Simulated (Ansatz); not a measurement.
# Lattice dynamics of SiGe2 (model cell, started as cuprite)

How does SiGe2 (model cell, started as cuprite) vibrate, and is this structure a minimum?

Calculated with Ansatz 0.2.0; DFT r2SCAN, scalar-relativistic, plane waves, PAW.

Report form: the programs' logs are mostly left out.

The structure was built from a prototype and need not be the compound's stable phase.

## Step 1: Set-up

The structure is cubic, space group Pn-3m (No. 224). Conventional cell: a = 5.792 Å, b = 5.792 Å, c = 5.792 Å, α = 90.00°, β = 90.00°, γ = 90.00°. Nearest to Si lie 4 Ge at 2.51 Å. Nearest to Ge lie 2 Si at 2.51 Å. Farther neighbours are not listed.

## Step 2: Relaxation, k-mesh 6×6×6

The cell and atoms are relaxed, since residual forces and stress would shift the frequencies.

input.yaml

```yaml
crystal:
  lattice:
    - [5.79198, 0.0, 0.0]
    - [0.0, 5.79198, 0.0]
    - [0.0, 0.0, 5.79198]
  atoms:
    - { symbol: Si, position: [0.0, 0.0, 0.0] }
    - { symbol: Si, position: [0.5, 0.5, 0.5] }
    - { symbol: Ge, position: [0.25, 0.25, 0.25] }
    - { symbol: Ge, position: [0.75, 0.75, 0.25] }
    - { symbol: Ge, position: [0.75, 0.25, 0.75] }
    - { symbol: Ge, position: [0.25, 0.75, 0.75] }
kpoints:
  mp_grid: { grid: [6, 6, 6] }
hamiltonian:
  xc: r2scan
scf:
  occupations: { method: gaussian, width: 0.1 }
output:
  forces: true
  stress: true
  eigenvalues: true
relax:
  adjacent_minimum: "off"
  f_tol: 0.005
  max_steps: 80
  cell: { stress_tol: 0.05 }
```

On the command line:

```
ansatz run input.yaml --threads 8 --pin off --max-ram 14336MiB --backend cpu --events-out ev --progress --plain --runs-dir out
```

It took 31 s on 8 threads of Arm Neoverse N1, shared host; peak memory 1.2 GiB.

Relaxation path:

```
step  energy less that of the first step (eV)  largest force component (eV/Å)  pressure (GPa)  volume (Å³)
   1                                   0.0000                          0.0000           -6.58       194.30
   2                                  -0.9748                          0.0000           -4.34       167.25
   3                                  -1.2553                          0.0000            1.86       142.83
   4                                  -1.2816                          0.0000           -0.28       148.68
   5                                  -1.2825                          0.0000            0.00       147.83
  6*                                  -1.2775                          0.0000           -0.02       147.83
```

Relaxation steps marked * repeat the geometry before them on a plane-wave basis chosen anew for their cell, so energy and pressure can jump there.

The run keeps the 48 symmetry operations that it works with, so distortions that break them were not tested.

```
conventional cell, symmetrised  before  after   change
                         a (Å)   5.792  5.288   -8.7 %
                         b (Å)   5.792  5.288   -8.7 %
                         c (Å)   5.792  5.288   -8.7 %
              volume (Å³/atom)   32.38  24.64  -23.9 %
```

The relaxed structure:

```xyz
6
Lattice="5.2876 0.0000 0.0000 0.0000 5.2876 0.0000 0.0000 0.0000 5.2876" Properties=species:S:1:pos:R:3 pbc="T T T"
Si    0.0000    0.0000    0.0000
Si    2.6438    2.6438    2.6438
Ge    1.3219    1.3219    1.3219
Ge    3.9657    3.9657    1.3219
Ge    3.9657    1.3219    3.9657
Ge    1.3219    3.9657    3.9657
```

Numbers from this step:

```
pressure          : -0.02154 GPa
volume per atom   : 24.64 Å³
gap on the k-mesh : 0 eV
```

In this step the volume went from 32.38 to 24.64 Å³/atom.

## Step 3: Bringing the structure to rest, k-mesh 8×8×8

The relaxation is repeated from its end, on the mesh and smearing that suit the cell and gap now reached.

input.yaml, the sections that differ from step 2:

```yaml
crystal:
  lattice:
    - [5.2875750615, 0.0, 0.0]
    - [0.0, 5.2875750615, 0.0]
    - [0.0, 0.0, 5.2875750615]
  atoms:
    - { symbol: Si, position: [0.0, 0.0, 0.0] }
    - { symbol: Si, position: [0.5, 0.5, 0.5] }
    - { symbol: Ge, position: [0.25, 0.25, 0.25] }
    - { symbol: Ge, position: [0.75, 0.75, 0.25] }
    - { symbol: Ge, position: [0.75, 0.25, 0.75] }
    - { symbol: Ge, position: [0.25, 0.75, 0.75] }
kpoints:
  mp_grid: { grid: [8, 8, 8] }
output:
  forces: true
  stress: true
  eigenvalues: true
  write_density: true
  write_potential: true
  elf: true
  volumetric_format: npy
# hamiltonian, scf, relax: as in step 2
```

The job ended after 15 s (8 threads; peak memory 1.1 GiB; 1.9 min of CPU time).

Little changed from the start: no atom moved by 0.005 Å and no cell edge by 0.1 %.

This step gave:

- pressure: 0.02307 GPa

In this step the volume went from 24.64 to 24.64 Å³/atom.

## Step 4: Relaxing to small forces for the phonons

Phonons need a cell at rest on their own settings, so the relaxation is repeated with tight tolerances on forces and stress on the k mesh and occupations of the first response run.

input.yaml: that of step 3 with these lines changed.

```diff
@@ -17,3 +17,3 @@
 scf:
-  occupations: { method: gaussian, width: 0.1 }
+  occupations: { method: methfessel_paxton, width: 0.2 }
 output:
@@ -28,4 +28,4 @@
   adjacent_minimum: "off"
-  f_tol: 0.005
-  max_steps: 80
-  cell: { stress_tol: 0.05 }
+  f_tol: 0.001
+  max_steps: 60
+  cell: { stress_tol: 0.01 }
```

The job ended after 20 s (8 threads; peak memory 1.1 GiB).

Little changed from the start: no atom moved by 0.005 Å and no cell edge by 0.1 %.

This step gave:

```yaml
pressure: 0.007522 GPa
```

Electrostatic potential energy in the ac plane at fractional y = 0.250, with atoms of Ge within 0.2 Å of it. With pseudopotentials it is smooth inside the atoms' cores, unlike the true potential.

Values in eV, 14 rows by 15 columns, each cell a mean:
```
  6   7   8   9   9   9  10   9   8   5   1  -1   1   4   6
  7   8   9  10  10  10  10   9   5  -4 -18 -22 -18  -6   4
  7   9  10  10  10  10  10   8   1 -16 -30 -33 -30 -17   0
  7   9  10  10  10  10   9   7   0 -18 -31 -34 -32 -20  -1
  8  10  10  10  10   9   9   7   3 -10 -25 -28 -25 -12   3
  9  10  10  10   9   9   8   7   5   1  -7 -11  -7   1   7
 10   9   8   7   7   7   7   6   6   6   5   4   5   7   9
  9   7   3  -1  -1   2   5   6   7   8   8   9   9  10  10
  7   1 -11 -20 -21 -12   0   6   8   9   9  10  10  10  10
  6  -7 -24 -32 -32 -24  -7   5   8   9  10  10  10  10   9
  5  -9 -26 -33 -33 -27  -9   4   9  10  10  10  10  10   9
  5  -3 -19 -28 -28 -20  -3   6   9  10  10  10  10   9   8
  6   3  -3 -10 -11  -3   4   8  10  10  10   9   9   8   7
  6   6   6   5   5   7   8   9  10   9   8   7   7   7   6
```
Columns run along a (5.3 Å; values clipped at the 3rd and 97th percentile), rows up along c (5.3 Å). Atoms in or near the plane, at fractional coordinates: Ge at (0.25, 0.25), Ge at (0.75, 0.75).

Valence density in the ac plane at fractional y = 0.250, with atoms of Ge within 0.2 Å of it. It is the smooth field of the valence electrons, not physical close to the nuclei.

Ten steps, logarithmic in the rise over the least value, from '0' (0 e/Å³) to '9' (35 e/Å³), each cell a mean:
```
000000000011111
000000000123311
000000001268731
000000001379831
000000001246521
000000001122110
000000000010000
000111100000000
012342110000000
014884210000000
025995200000000
113563100000000
011221000000000
001100000000000
```
Columns run along a (5.3 Å), rows up along c (5.3 Å). Atoms in or near the plane, at fractional coordinates: Ge at (0.25, 0.25), Ge at (0.75, 0.75).

ELF in the ac plane at fractional y = 0.250, with atoms of Ge within 0.2 Å of it. It is the smooth field of the valence electrons, not physical close to the nuclei.

Ten even steps from '_' (0.04) to '@' (0.62), each cell a mean:
```
**++++++==--::--++######%%@@@@
##==::....__..++##**====++%%@@
##--..______::**##++..__..++%%
##::________--####++______==##
++::______..--##@@##--..--++##
==::..::----==##@@@@##******##
--==++**######**##%%%%####**==
==**######@@@@##**++++====--::
****++====##@@@@++--....__..--
##**--____--##%%++::______..==
%%**::____::**##++..______..++
@@%%++::..==**##==..____..::++
%%@@%%******##++::..::::----++
##%%@@%%####++----==**######**
```
Columns run along a (5.3 Å), rows up along c (5.3 Å). Atoms in or near the plane, at fractional coordinates: Ge at (0.25, 0.25), Ge at (0.75, 0.75).

The forces vanish by symmetry and the pressure is 0.008 GPa, within the tolerances set. The cell now holds 24.64 Å³/atom.

## Step 5: Linear response at the zone centre

The zone centre comes first: it holds the modes that light can see, as far as symmetry allows. No field response is asked, since the mesh shows no gap.

input.yaml, the sections that differ from step 4:

```yaml
crystal:
  lattice:
    - [5.2880224348, 0.0, 0.0]
    - [0.0, 5.2880224348, 0.0]
    - [0.0, 0.0, 5.2880224348]
  atoms:
    - { symbol: Si, position: [0.0, 0.0, 0.0] }
    - { symbol: Si, position: [0.5, 0.5, 0.5] }
    - { symbol: Ge, position: [0.25, 0.25, 0.25] }
    - { symbol: Ge, position: [0.75, 0.75, 0.25] }
    - { symbol: Ge, position: [0.75, 0.25, 0.75] }
    - { symbol: Ge, position: [0.25, 0.75, 0.75] }
output:
  eigenvalues: true
phonons:
  method: dfpt
# kpoints, hamiltonian, scf: as in step 4
# relax: removed
```

It took 4 min on 8 threads; peak memory 5.1 GiB.

This step gave:

* sum-rule residual before enforcement: 1.04e-4 eV/Å²
* point group: m-3m
* highest optical mode at the zone centre (no LO-TO term): 437.1 cm⁻¹
* lowest optical zone-centre mode: -151.7 cm⁻¹

Patterns of degenerate modes are one choice out of their space. Modes at Γ, with each element's share of the kinetic energy (negative means imaginary):

```
mode  frequency (cm⁻¹)  symmetry  Si %  Ge %
   1            -151.7       T2u     0   100
   2            -151.7       T2u     0   100
   3            -151.7       T2u     0   100
   4            -141.2        Eu     0   100
   5            -141.2        Eu     0   100
   6            -107.9       T1u    27    73
   7            -107.9       T1u    27    73
   8            -107.9       T1u    27    73
   9               0.0  acoustic    16    84
  10               0.0  acoustic    16    84
  11               0.0  acoustic    16    84
  12             287.8       A2u     0   100
  13             302.4       T2g   100     0
  14             302.4       T2g   100     0
  15             302.4       T2g   100     0
  16             437.1       T1u    57    43
  17             437.1       T1u    57    43
  18             437.1       T1u    57    43
```

Displacements in mode 1 (-151.7 cm⁻¹), the largest set to 1:
```
Si1  0.00  0.00  0.00
Si2  0.00  0.00  0.00
Ge3 -1.00  0.59  0.41
Ge4 -0.20 -0.20 -0.41
Ge5  0.20 -0.59 -0.80
Ge6  1.00  0.20  0.80
```

Displacements in mode 15 (302.4 cm⁻¹), the largest set to 1:
```
Si1 -0.27  0.39 -1.00
Si2  0.27 -0.39  1.00
Ge3  0.00  0.00  0.00
Ge4  0.00  0.00  0.00
Ge5  0.00  0.00  0.00
Ge6  0.00  0.00  0.00
```

Before it was imposed, the acoustic sum rule was missed by 1.0e-4 eV/Å². Small misses are needed for a sound result but don't prove that mesh and cutoff are converged. The lowest optical mode is imaginary, 151.7i cm⁻¹, so the energy falls along it.

## Step 6: Phonons on a q mesh

Stability and thermal properties need the whole zone. Linear response on a 2×2×2 q mesh gives force constants as far as a supercell of that size would.

input.yaml: that of step 5 with these lines changed.

```diff
@@ -22 +22,8 @@
   method: dfpt
+  qmesh: [2, 2, 2]
+  temperatures: { t_max: 1000, t_step: 50 }
+  qpath:
+    path:
+      - [[0.0, 0.0, 0.0], [0.0, 0.5, 0.0], [0.5, 0.5, 0.0], [0.0, 0.0, 0.0], [0.5, 0.5, 0.5], [0.0, 0.5, 0.0]]
+      - [[0.5, 0.5, 0.5], [0.5, 0.5, 0.0]]
+    npoints: 10
```

The job ended after 23 min (8 threads; peak memory 6 GiB; 3 h of CPU time).

Numbers from this step:

| Quantity | Value |
| --- | --- |
| lowest frequency on the path | -179.5 cm⁻¹ |
| highest frequency on the path or at a solved wavevector | 439.8 cm⁻¹ |
| lowest mode on the q mesh (acoustic modes at Γ apart) | -179.6 cm⁻¹ |

Frequencies (cm⁻¹) solved at each irreducible wavevector; negative means imaginary. Frequencies by wavevector, by row:

```
q in reciprocal lattice units  star  mode 1  mode 2  mode 3  mode 4  mode 16  mode 17  mode 18
                        0 0 0     1  -151.7  -151.7  -151.7  -141.2    437.1    437.1    437.1
                     0 0 -0.5     3  -144.4  -144.4  -126.3  -126.3    384.9    439.8    439.8
                  0 -0.5 -0.5     3  -159.7  -159.7  -131.2  -131.2      388    435.9    435.9
               -0.5 -0.5 -0.5     1  -179.6  -179.6  -179.6  -110.3    437.2    437.2    437.2
```

Interpolated from a 2×2×2 q mesh. The phonon branches at the labelled points (cm⁻¹):

```
    point  branch 1  branch 2  branch 3  branch 4  branch 15  branch 16  branch 17  branch 18
        Γ      -152      -152      -152      -141        302        437        437        437
  halfway      -149      -142      -138      -138        342        422        438        438
        X      -144      -144      -126      -126        385        385        440        440
  halfway      -151      -151      -136      -136        387        387        438        438
        M      -160      -160      -131      -131        388        388        436        436
  halfway      -149      -145      -140      -140        358        414        436        438
        Γ      -152      -152      -152      -141        302        437        437        437
  halfway      -159      -159      -133      -128        353        417        436        436
        R      -180      -180      -180      -110        299        437        437        437
  halfway      -164      -163      -145      -127        356        414        437        437
        X      -144      -144      -126      -126        385        385        440        440
jump to R      -180      -180      -180      -110        299        437        437        437
  halfway      -172      -172      -157      -118        343        423        437        437
        M      -160      -160      -131      -131        388        388        436        436
```

The phonon density of states has structure finer than the step of the table below, so its rows give means over 20 cm⁻¹, whole bins alone (the curve runs from -182 to 442 cm⁻¹). Peaks (cm⁻¹: height): -147.5: 0.125, -137.5: 0.139, -112.5: 0.113, -92.5: 0.124, -37.5: 0.0782, 287.5: 0.147, 437.5: 0.398.

Tetrahedra on a 12×12×12 mesh, mean over bins of 5 cm-1. Interpolated from a 2×2×2 q mesh. Table of phonon density of states by wavenumber; means over each step:

```
wavenumber (cm⁻¹)  phonon density of states (1/cm⁻¹/cell)
             -160                                  0.0656
             -140                                   0.107
             -120                                  0.0889
             -100                                  0.0871
              -80                                  0.0421
              -60                                  1.9e-6
              -40                                  0.0488
              -20                                  0.0477
                0                                 0.00403
               20                                  7.3e-4
               40                                 0.00178
               60                                 0.00346
               80                                 0.00589
              100                                  0.0103
              120                                  0.0182
              140                                 0.00884
              160                                 0.00614
              180                                  0.0159
              200                                  0.0145
              220                                 0.00759
              240                                 0.00418
              260                                 0.00176
              280                                  0.0538
              300                                  0.0465
              320                                 0.00246
              340                                  0.0102
              360                                  0.0246
              380                                  0.0137
              400                                  0.0220
              420                                  0.0244
```

The partial phonon density of states has structure finer than the step of the table below, so its rows give means over 20 cm⁻¹, whole bins alone (the curve runs from -189 to 463 cm⁻¹). Peaks (cm⁻¹: height): Ge -135.4: 0.111, -114.9: 0.0968, -90.3: 0.0959, -37.0: 0.0440, 438.3: 0.0688; Si -37.0: 0.0221, 290.8: 0.117, 438.3: 0.0980.

Phonopy on the run's constants, 11x11x11 mesh, Gaussian sigma 4.7 cm-1. Interpolated from a 2×2×2 q mesh. Partial phonon density of states against wavenumber; means over each step; values in 1/cm⁻¹/cell:

```
wavenumber (cm⁻¹)       Ge       Si
             -160   0.0618  0.00276
             -140    0.102  0.00169
             -120   0.0878  0.00148
             -100   0.0829  0.00461
              -80   0.0428   9.7e-4
              -60   9.0e-4   3.7e-4
              -40   0.0318   0.0160
              -20   0.0309   0.0150
                0  0.00330  0.00144
               20  0.00119   5.9e-4
               40  0.00117   5.1e-4
               60  0.00233  0.00119
               80  0.00382  0.00218
              100  0.00612  0.00377
              120   0.0106  0.00679
              140  0.00595  0.00392
              160  0.00397  0.00274
              180  0.00873  0.00614
              200  0.00831  0.00592
              220  0.00462  0.00320
              240  0.00254  0.00164
              260  0.00119   7.5e-4
              280  0.00114   0.0523
              300   4.8e-4   0.0465
              320   9.9e-4  0.00189
              340  0.00439  0.00613
              360  0.00999   0.0132
              380  0.00628  0.00848
              400  0.00902   0.0126
              420   0.0131   0.0183
              440   0.0391   0.0557
```

Symmetry leaves 4 wavevectors to solve. The lowest mode among them, the acoustic zeros apart, lies at q = (-0.5, -0.5, -0.5) and is imaginary, 179.6i cm⁻¹, so the energy falls along it.

## Step 7: Results

```yaml
space_group_after_relaxation_within_0p01_a: Pn-3m
volume_per_atom: 24.6 Å³
electronic_character: no gap on this mesh
highest_optical_mode_at_the_zone_centre_no_lo_to_term: 437 cm⁻¹
lowest_optical_zone_centre_mode: -152 cm⁻¹
lowest_mode_on_the_q_mesh_acoustic_modes_at_gamma_apart: -180 cm⁻¹
highest_frequency_on_the_path_or_at_a_solved_wavevector: 440 cm⁻¹
imaginary_modes_on_the_2x2x2_q_mesh: yes
```

In words: Modes are clearly imaginary (beyond 10i cm⁻¹) at 4 of the 4 irreducible wavevectors, most at q = (-0.5, -0.5, -0.5) (179.6i cm⁻¹), so this structure is not a minimum of the energy. The optical modes at Γ span -152 to 437 cm⁻¹ (negative means imaginary). With no gap, or one that is small against the smearing, the frequencies hang on the k mesh and the smearing, most of all near Kohn anomalies. A phonon run warned that its eigensolver left some bands unconverged in a pass. The starting cell was built on a prototype and not taken from a measurement, so the phase need not exist. These are harmonic frequencies at zero temperature: anharmonic shifts, linewidths and thermal expansion are left out.

[Logs are printed without paths, hosts, clocks, repeated set-up lines and the standing remarks that a program may print on its own settings, such as how far it seeks lower states.]

[Hosts, paths, dates, database ids (printed as entryN), source tags and the programs' standing remarks are cut or masked in the printed files.]
